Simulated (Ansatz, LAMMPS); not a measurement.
## Amorphous carbon (330 atoms): support functions against a reference

Wanted: errors and times of a linear-scaling basis for amorphous carbon (330 atoms). A setting counts as converged where the r.m.s. difference of forces stays under 1 % of the r.m.s. force.

Method: Kohn-Sham DFT, PBE, PAW (set soft_2), plane waves, in Ansatz 0.2.0.

## 1. Set-up

The cell holds 330 atoms: 330 C. Its edges and angles: a = 13.113 Å, b = 13.113 Å, c = 13.113 Å, α = 90.0°, β = 90.0°, γ = 90.0°. 330 atoms (330 C) placed at random at 2.92 g/cm³, melted at 6000 K for 10 ps at fixed volume with the Tersoff potential (Tersoff, Phys. Rev. B 39, 5566 (1989)). Quenched from 6000 K to 300 K at 100 K/ps and fixed volume, held 5 ps, then minimised at fixed cell.

Limits known from the start: The quench rate of 100 K/ps is orders of magnitude faster than experiment, which tends to freeze in extra defects. The starting topology of bonds comes from the classical model, and needn't be the one that DFT or experiment would give. The Brillouin zone is sampled at Γ only, in a cell whose shortest periodic width is 13 Å.

## 2. Making the structure

A classical potential supplies the starting structure, since it reaches far longer times than DFT.

This step: classical MD, Tersoff potential (Tersoff, Phys. Rev. B 39, 5566 (1989)) (LAMMPS 22 Jul 2025 - Update 4).

in.lmp

```
# melt-quench of C330
units metal
atom_style atomic
boundary p p p
region box block 0 13.1130 0 13.1130 0 13.1130
create_box 1 box
mass 1 12.0110   # C
create_atoms 1 random 330 710519 NULL overlap 1.37 maxtry 2000
pair_style tersoff
pair_coeff * * SiCGe.tersoff C
neigh_modify delay 0 every 1 check yes
thermo_style custom step time temp pe press density
thermo_modify norm yes
timestep 0.0005
thermo 100
min_style cg
minimize 1e-4 1e-4 200 2000
reset_timestep 0
velocity all create 6000 710520 mom yes dist gaussian
fix lim all nve/limit 0.05
fix lan all langevin 6000 6000 0.05 710521 zero yes
thermo 500
run 1000 post no
unfix lim
unfix lan
thermo 3333
fix md all nvt temp 6000 6000 0.05
run 20000 post no
unfix md
thermo 11400
fix md all nvt temp 6000 300 0.05
run 114000 post no
unfix md
thermo 5000
fix md all nvt temp 300 300 0.05
run 10000 post no
unfix md
thermo 100
min_style cg
minimize 0 1e-3 2000 20000
write_dump all custom glass.dump id type xs ys zs modify sort id
```

Launch:

```sh
$ lmp -in in.lmp -log none -nocite
```

Numbers of over 12 decimals in the logs are rounded to 6 here.

The program printed:

```text
LAMMPS (22 Jul 2025 - Update 4)
Created orthogonal box = (0 0 0) to (13.113 13.113 13.113)
Created 330 atoms
   Step          Time           Temp          PotEng         Press         Density
         0   0              0             -2.652449       955470.9       2.9190127
        63   0.0315         0             -5.8561688      151253.62      2.9190127
Loop time of 0.0770655 s on 1 MPI rank(s) for 63 steps with 330 atoms
Minimization stats:
  Stopping criterion = energy tolerance
  Energy initial, next-to-last, final =
     -2.65244902137559  -5.85574304609029  -5.85616879682487
  Force two-norm initial, final = 286.56486 27.883004
  Iterations, force evaluations = 63 111
   Step          Time           Temp          PotEng         Press         Density
         0   0              6000          -5.8561688      272125.34      2.9190127
       500   0.25           6073.4805     -5.7214355      321315.25      2.9190127
      1000   0.5            6108.4814     -5.7939645      360327.46      2.9190127
Loop time of 0.643365 s on 1 MPI rank(s) for 1000 steps with 330 atoms
   Step          Time           Temp          PotEng         Press         Density
      1000   0.5            6108.4814     -5.7939645      360327.46      2.9190127
      3333   1.6665         6103.585      -5.8956484      330795.01      2.9190127
      6666   3.333          6140.1154     -5.9021265      419889.84      2.9190127
      9999   4.9995         5821.9189     -5.9697895      314286         2.9190127
     13332   6.666          6310.0322     -5.989447       362987.38      2.9190127
     16665   8.3325         6104.127      -5.9477339      326996.64      2.9190127
     19998   9.999          6156.1937     -5.8557976      362033.71      2.9190127
[... 1 line left out ...]
Loop time of 12.0965 s on 1 MPI rank(s) for 20000 steps with 330 atoms
   Step          Time           Temp          PotEng         Press         Density
[... 12 lines left out ...]
Loop time of 56.2997 s on 1 MPI rank(s) for 114000 steps with 330 atoms
   Step          Time           Temp          PotEng         Press         Density
[... 3 lines left out ...]
Loop time of 5.01113 s on 1 MPI rank(s) for 10000 steps with 330 atoms
   Step          Time           Temp          PotEng         Press         Density
    145000   72.5           280.66726     -6.9200306      16539.393      2.9190127
    145100   72.55          280.66726     -6.9620871      12137.886      2.9190127
    145200   72.6           280.66726     -6.9620971      12380.463      2.9190127
    145295   72.6475        280.66726     -6.9620977      12321.109      2.9190127
Loop time of 1.14208 s on 1 MPI rank(s) for 295 steps with 330 atoms
Minimization stats:
  Stopping criterion = linesearch alpha is zero
  Energy initial, next-to-last, final =
     -6.92003060621385  -6.96209770219826  -6.96209770219826
  Force two-norm initial, final = 42.594388 0.014040959
  Iterations, force evaluations = 295 1802
```

Wall time 76 s (1 thread of AMD EPYC 7R43, shared host); peak memory 0.081 GiB.

## 3. Plane-wave single point

The first run fixes the reference, at a cutoff of 420 eV.

input.yaml

```yaml
crystal:
  lattice:
    - [13.113, 0.0, 0.0]
    - [0.0, 13.113, 0.0]
    - [0.0, 0.0, 13.113]
  atoms:
    - { symbol: C, position: [0.21949, 0.32773, 0.99145] }
    - { symbol: C, position: [0.58525, 0.87168, 0.68048] }
    - { symbol: C, position: [0.56112, 0.71113, 0.82328] }
    - { symbol: C, position: [0.00881, 0.54582, 0.60643] }
    - { symbol: C, position: [0.88775, 0.65647, 0.44584] }
    - { symbol: C, position: [0.53496, 0.15767, 0.04803] }
    - { symbol: C, position: [0.50164, 0.73032, 0.04141] }
    - { symbol: C, position: [0.52083, 0.32793, 0.94678] }
    - { symbol: C, position: [0.78464, 0.62227, 0.09589] }
    - { symbol: C, position: [0.94625, 0.69274, 0.0588] }
    - { symbol: C, position: [0.07948, 0.21292, 0.28408] }
    - { symbol: C, position: [0.06518, 0.81374, 0.39039] }
    - { symbol: C, position: [0.69548, 0.60428, 0.36199] }
    - { symbol: C, position: [0.14706, 0.67147, 0.29652] }
    - { symbol: C, position: [0.85013, 0.55305, 0.69733] }
    - { symbol: C, position: [0.63179, 0.90083, 0.84736] }
    - { symbol: C, position: [0.35701, 0.9152, 0.72306] }
    - { symbol: C, position: [0.9339, 0.50388, 0.33247] }
    - { symbol: C, position: [0.12848, 0.58963, 0.36689] }
    - { symbol: C, position: [0.36835, 0.48251, 0.98543] }
    - { symbol: C, position: [0.04431, 0.41049, 0.88146] }
    - { symbol: C, position: [0.63414, 0.04408, 0.16992] }
    - { symbol: C, position: [0.67053, 0.77254, 0.26421] }
    - { symbol: C, position: [0.03708, 0.34371, 0.97606] }
    - { symbol: C, position: [0.58802, 0.41708, 0.4465] }
    - { symbol: C, position: [0.82946, 0.4246, 0.10753] }
    - { symbol: C, position: [0.50525, 0.34387, 0.75015] }
    - { symbol: C, position: [0.05324, 0.74001, 0.92925] }
    - { symbol: C, position: [0.05431, 0.92458, 0.5899] }
    - { symbol: C, position: [0.81373, 0.30035, 0.24494] }
    - { symbol: C, position: [0.29276, 0.47537, 0.89519] }
    - { symbol: C, position: [0.15144, 0.47775, 0.34485] }
    [... 292 atom lines left out ...]
    - { symbol: C, position: [0.23388, 0.76968, 0.67009] }
    - { symbol: C, position: [0.69421, 0.57268, 0.07745] }
    - { symbol: C, position: [0.62849, 0.59602, 0.99868] }
    - { symbol: C, position: [0.66551, 0.44882, 0.5458] }
    - { symbol: C, position: [0.11468, 0.00512, 0.74115] }
    - { symbol: C, position: [0.20342, 0.35408, 0.79228] }
kpoints:
  mp_grid: { grid: [1, 1, 1] }
hamiltonian:
  xc: pbe
scf:
  occupations: { method: gaussian, width: 0.05 }
output:
  forces: true
  stress: true
  populations: intrinsic
  dos:
    method: { smearing: { sigma: 0.1 } }
    de: 0.1
    projected: { site_lists: { C: [C] } }
  eigenvalues: true
  write_density: true
  write_potential: true
  volumetric_format: npy
```

Launch:

```sh
$ ansatz run input.yaml --threads 8 --pin off --max-ram 15872MiB --backend cpu --events-out ev --progress --plain --runs-dir out
```

The program printed:

```text
Engine: ansatz 0.2.0, x86_64-unknown-linux-gnu
Pseudopotentials: kind: paw
Pseudopotential: C, paw, valence charge 4, recommended cutoff 420 eV (normal), C.paw.azcp
Functional definition: PBE
  parameter kappa = 0.804
  parameter beta = 0.066725
  exchange = pbe_x(kappa = kappa, mu = beta*pi^2/3)
  correlation = pbe_c(beta = beta)
Crystal: 330 atoms, lattice volume = 2254.790 Å³
Basis set: ecut = 420 eV, 43867 PW (Γ), exchange–correlation on 180×180×180 points (8 copies of the dense FFT grid, shifted against one another)
Bands: 990, of which v1, the nominal top of the filled ones, is band 660 counted from 1 (659 counted from 0)
Symmetry: 1 space group operations
Space group: P1 (ITA 1), of the structure as read, at distance tolerance 1.3e-4 Å
k-points: 1
Non-local potential: C, projectors of the file, l = 0: 2, l = 1: 2, l = 2: 1
PAW form: soft (Blöchl's): semilocal exchange-correlation on the pseudo side does not see the compensation charge
PAW one-centre angular grid: C, 110 points (default); XC on 64 Gauss nodes
Initial density: superposition of atomic densities (neutral atoms: chi_scale 0, normalization atom), corrected by the library's trained network
Initial wavefunctions: pseudopotential atomic-orbital guess
Functional: x = pbe(κ = 0.804, μ = 0.219515), c = pbe(β = 0.066725)
SCF iter   1: F=—  HF=-82488.111902 eV  |F-HF|=—  |Δ(HF+E_count)|=         —  Δρ=1.63e-2  dr2=1.58e1  ethr=1.77e-3  ⟨swp⟩=6.0  Hψ=4011  notcnv=0  defer=254
preconditioner: auto → Resta (q_TF=auto, 2.495 Å⁻¹)  ε∞=4.7  [insulator: Δε(μ)=0.072 eV  Ē_g=14.770 eV  σ=0.050 eV  W_gap=0.68  n_scr=618 (ndim 8)  ℏωp=28.4 eV  f_vac=0.001  D(μ)=44.82/eV (n_scr^D=250)  ε∞_Penn≈4.7]
SCF iter   2: F=—  HF=-82486.741801 eV  |F-HF|=—  |Δ(HF+E_count)|=    1.37e0  Δρ=7.76e-3  dr2=2.98e0  ethr=1.19e-3  ⟨swp⟩=1.0  Hψ=1139  notcnv=0  defer=260
SCF iter   3: F=—  HF=-82486.351664 eV  |F-HF|=—  |Δ(HF+E_count)|=   3.90e-1  Δρ=1.78e-3  dr2=7.19e-2  ethr=2.26e-4  ⟨swp⟩=6.0  Hψ=1161  notcnv=0  defer=308
SCF iter   4: F=—  HF=-82486.341677 eV  |F-HF|=—  |Δ(HF+E_count)|=   9.99e-3  Δρ=4.21e-4  dr2=5.10e-3  ethr=5.45e-6  ⟨swp⟩=3.0  Hψ=1838  notcnv=0  defer=308
SCF iter   5: F=—  HF=-82486.341473 eV  |F-HF|=—  |Δ(HF+E_count)|=   2.04e-4  Δρ=9.99e-5  dr2=3.59e-4  ethr=3.87e-7  ⟨swp⟩=3.0  Hψ=1408  notcnv=0  defer=308
SCF iter   6: F=—  HF=-82486.341542 eV  |F-HF|=—  |Δ(HF+E_count)|=   6.89e-5  Δρ=2.96e-5  dr2=3.45e-5  ethr=2.72e-8  ⟨swp⟩=3.0  Hψ=1302  notcnv=0  defer=308
SCF iter   7: F=—  HF=-82486.342161 eV  |F-HF|=—  |Δ(HF+E_count)|=   6.18e-4  Δρ=9.42e-6  dr2=4.80e-6  ethr=2.61e-9  ⟨swp⟩=3.0  Hψ=1445  notcnv=0  defer=308
SCF iter   8: F=—  HF=-82486.342161 eV  |F-HF|=—  |Δ(HF+E_count)|=   7.80e-7  Δρ=2.88e-6  dr2=3.67e-7  ethr=3.64e-10  ⟨swp⟩=2.0  Hψ=762  notcnv=0  defer=308
SCF iter   9: F=-82486.342162 eV  HF=-82486.342162 eV  |F-HF|=3.27e-9  |Δ(HF+E_count)|=   8.35e-8  Δρ=7.57e-7  dr2=1.89e-8  ethr=7.58e-12  ⟨swp⟩=21.0  Hψ=8014  notcnv=0
SCF 1 converged in 9 iterations: F = -82486.342162 eV  dr2 = 1.89e-8
  greatest PAW one-centre occupation: 0.697 electrons in one spin orbital (limit 2), on the C atom at site 311 (counted from 0), in its partial waves of l = 0
SCF converged after 9 iterations
Free energy (F): -82486.342162 eV
Harris-Foulkes:  -82486.342162 eV  (|F-HF|=3.27e-9)
Internal energy: -82486.275801 eV  (E = F + TS)
E sigma→0 (E₀):  -82486.308981 eV
Entropy (-TS):   -0.066360 eV (-0.201 meV/atom)
Fermi energy:    10.847881 eV
--- Per-component energies (eV) ---
  E_band       = 2158.701076
  E_kinetic    = 29717.712526
  E_local      = -31157.301731  (includes V_loc(G=0)·N_el)
  E_nonlocal   = 8881.472215
  E_hartree    = 8220.040996
  E_xc         = -15807.595889
  E_vxc        = -19593.930780  (∫ρ·V_xc dr)
  E_paw        = -32690.079925  (= ΣΔE_a)
  E_vpaw       = -2129.334713  (= ΣTr[D̂ρ^β])
  E_aug_tail   = 0.002430  (compensation charges beyond the density's cutoff)
  E_ewald      = -49650.526424
  E_smearing   = -0.066360  (= −TS)
  E_closure    = 0.000000  (closes the sum)
  Σ components = -82486.342162   (vs F -82486.342162, Δ=0.00e0)
--- Forces (eV/Å), atoms counted from 1 ---
  atom   1  C     -2.71537364     0.06232083    -0.20849390
  atom   2  C      1.24784551    -0.88520924     1.68644931
  atom   3  C     -1.35789455    -0.22884231    -1.73680320
  atom   4  C     -0.39892754     1.38785573     0.46989190
  atom   5  C      0.93907702     0.61536966    -2.33661637
  atom   6  C      0.32990394    -1.00319097     1.72114625
  atom   7  C     -0.81195186     2.05345936     0.68697996
  atom   8  C     -0.51974762     0.57718875    -3.35496082
  atom   9  C      1.27299033    -1.48337127    -1.31339030
  atom  10  C     -2.21376156     0.39048997     4.72937433
  atom  11  C      0.44189993    -2.07891769     0.99602751
  atom  12  C      0.63813789     1.95098180     0.06026091
  atom  13  C      1.39127519     1.07398611    -0.07968578
  atom  14  C     -1.68805831     0.13353283     0.58327511
[...]
atom 329  C      0.63874876    -0.85771268     0.12818581
  atom 330  C     -4.06770563     0.44683178     0.10007920
  max |Σ_I F_I| component: 1.92e-5 eV/Å
--- Stress (GPa, compression-positive) ---
        0.436785      -0.108746      -2.022421
       -0.108746      -2.903043       2.432994
       -2.022421       2.432994      -3.556330
  P = ⅓ Tr σ = -2.0075 GPa (-20.075 kbar)
--- Band table (eV) ---
  k-point 0: bands = ["-10.3953", "-9.9317", "-9.8502", "-9.7987", [... 974 levels ...], "20.2794", "20.2990", "20.3124", "20.3445", "20.3495", "20.3572", "20.3840", "20.4044", "20.4165", "20.4326", "20.4486", "20.4734"]
--- intrinsic populations: 330 sites ---
  site symbol       q [e]
     0      C      4.0064
     1      C      4.0179
     2      C      3.9796
[...]
329      C      3.9983
  spilling = 0.000000 (of n_electrons = 1320.000000)
```

It took 73 s on 8 threads of AMD EPYC 7R43, shared host; peak memory 5.1 GiB.

Reading the cycles: dr2 is the Hartree energy of the density residual (eV), the measure of convergence; HF is the Harris–Foulkes estimate of the energy, which meets the free energy F at convergence.

The run gave:

```
free energy                             : -82486.3422 eV
free energy per atom                    : -249.9586 eV/atom
SCF cycles                              : 9
pressure                                : -2.008 GPa
r.m.s. force component                  : 1.349 eV/Å
longest force                           : 6.203 eV/Å
Fermi energy                            : 10.85 eV
levels partly filled by over 2 per cent : 4
```

Neighbours are counted within 1.85 Å (C-C).

Length of the force by element and coordination:

| element | coordination | atoms | mean length of the force (eV/Å) | spread | least | most |
| --- | --- | --- | --- | --- | --- | --- |
| C | all | 330 | 2.10 | 1.03 | 0.381 | 6.20 |
| C | 2 | 1 | 1.32 | 0 | 1.32 | 1.32 |
| C | 3 | 226 | 2.36 | 1.04 | 0.381 | 6.20 |
| C | 4 | 103 | 1.54 | 0.726 | 0.475 | 4.26 |

Intrinsic-atomic-orbital charges by element and coordination:

| element | coordination | atoms | mean charge (e) | spread | least | most |
| --- | --- | --- | --- | --- | --- | --- |
| C | all | 330 | 0 | 0.0281 | -0.0959 | 0.065 |
| C | 2 | 1 | -0.0512 | 0 | -0.0512 | -0.0512 |
| C | 3 | 226 | -0.0068 | 0.0308 | -0.0959 | 0.065 |
| C | 4 | 103 | 0.0154 | 0.0094 | -0.0091 | 0.0354 |

Density of states as counts of states in windows of 1 eV (from the Fermi level), total and the larger projections:

| from (eV) | to (eV) | total | C p | C s |
| --- | --- | --- | --- | --- |
| -14 | -13 | 52.2 | 28.8 | 23.1 |
| -13 | -12 | 56.0 | 34.9 | 20.7 |
| -12 | -11 | 59.3 | 40.7 | 18.2 |
| -11 | -10 | 63.2 | 47.8 | 15.0 |
| -10 | -9 | 78.8 | 65.3 | 13.0 |
| -9 | -8 | 92.5 | 81.1 | 10.8 |
| -8 | -7 | 99.5 | 90.5 | 8.6 |
| -7 | -6 | 111.5 | 103.7 | 7.5 |
| -6 | -5 | 105.5 | 99.6 | 5.5 |
| -5 | -4 | 87.3 | 83.0 | 4.0 |
| -4 | -3 | 46.2 | 43.6 | 2.4 |
| -3 | -2 | 53.3 | 49.6 | 3.3 |
| -2 | -1 | 56.2 | 52.0 | 3.6 |
| -1 | 0 | 62.7 | 57.6 | 4.2 |
| 0 | 1 | 71.3 | 65.2 | 4.8 |
| 1 | 2 | 55.2 | 50.1 | 3.8 |
| 2 | 3 | 50.9 | 45.6 | 3.7 |
| 3 | 4 | 39.3 | 33.8 | 3.9 |
| 4 | 5 | 27.8 | 20.5 | 5.3 |

Between -22 and -14 eV lie 296 more states.

The levels nearest the highest filled one (over half full), pooled over k-points and spins:

| level less the highest filled one (eV) | occupation |
| --- | --- |
| -0.0999 | 2 |
| -0.0856 | 2.00 |
| -0.0796 | 2.00 |
| -0.0452 | 1.96 |
| -0.0259 | 1.87 |
| 0 | 1.56 |
| 0.0532 | 0.47 |
| 0.0857 | 0.1 |
| 0.106 | 0.026 |
| 0.122 | 0.007 |
| 0.130 | 0.004 |
| 0.148 | 0.001 |

Electrostatic potential energy in the bc plane at fractional x = 0.023, with atoms of C within 0.2 Å of it. With pseudopotentials it is smooth inside the atoms' cores, unlike the true potential.

Ten even steps from '0' (-51 eV) to '9' (14 eV), each cell a mean:
```
99999999999720279998511676665687789999
99999999999976666898877899852475476458
88999853689999610588889999987787773006
88999710179999855799866789999999987568
99999853689999999999720589999988898999
98878720389998889876766799999720389999
97213620376785368611489999999720389999
97213888853574258722588999999975579999
98745899987898889986325899999961047679
88400589999999999997114899987665465247
67634765699999987888778999985478997677
78999864689999721488999999975689999987
78999998535876511489999999853589999987
57899998646731377899999999987877788874
63379999999853589999999999999865677887
73265468999998899999999999998888889999
98871037889999999999999999997789999999
99997578889998889999999999998767876789
99999999999987689999999999998313720179
99999998889987689999999999998424752489
99756851269998888988999999998888999999
98200650169999756732589999899999999999
98635887799998766731478874579999999999
99999999999852588987512640069999999999
```
Columns run along b (13.1 Å; values clipped at the 3rd and 97th percentile), rows up along c (13.1 Å). Atoms in or near the plane, at fractional coordinates: C at (0.55, 0.61), C at (0.34, 0.98), C at (0.08, 0.09), C at (0.19, 0.11), C at (0.08, 0.70), C at (0.18, 0.74), C at (0.56, 0.99), C at (0.41, 0.49), C at (0.18, 0.84), C at (0.09, 0.58), C at (0.81, 0.74), C at (0.83, 0.63), C at (0.93, 0.89), C at (0.90, 0.21) and more.

Valence density in the bc plane at fractional x = 0.023, with atoms of C within 0.2 Å of it. It is the smooth field of the valence electrons, not physical close to the nuclei.

Ten even steps from '0' (0.0 e/Å³) to '9' (2.1 e/Å³), each cell a mean:
```
00000000001478741002577644665443321110
10000011100134664212343111356776555543
31000246420001488522221111123333357886
21101379630001355311245421111111124543
11101279620001111111367631001122222211
12333489731112211134554210001477631000
13777788864335543577631000001379631000
12687422456656654468731000000148731000
12586310123222211126874200001257875421
23688532110000000014786200013566667764
44566555420000122223332100137742112455
32211246642001367742110001248731000123
32000014665335897521000111246521100123
65210002455578863100000000122334432235
78642111111346521000000000001246753224
36777542110011210000000000012233221001
12368885321000100000000000013321000000
00023443221012320000000000013543234320
00000111111125741000000000013787788841
00000112321124641000000000013676556531
01344456741001332222100000011221111100
13788777741001345676520001210000000000
02454322210012445677853236631000000000
00111000001256632124887788852100000000
```
Columns run along b (13.1 Å), rows up along c (13.1 Å). Atoms in or near the plane, at fractional coordinates: C at (0.55, 0.61), C at (0.34, 0.98), C at (0.08, 0.09), C at (0.19, 0.11), C at (0.08, 0.70), C at (0.18, 0.74), C at (0.56, 0.99), C at (0.41, 0.49), C at (0.18, 0.84), C at (0.09, 0.58), C at (0.81, 0.74), C at (0.83, 0.63), C at (0.93, 0.89), C at (0.90, 0.21) and more.

Intrinsic-atomic-orbital charges run from -0.10 to +0.07 e. Within 0.4 eV of the Fermi level the largest share is C p (93 % of the projected weight).

[end of part 1 of 2]

[Logs are printed without paths, hosts, clocks, repeated set-up lines and the standing remarks that a program may print on its own settings, such as how far it seeks lower states.]

[Hosts, paths, dates, database ids (printed as entryN), source tags and the programs' standing remarks are cut or masked in the printed files.]
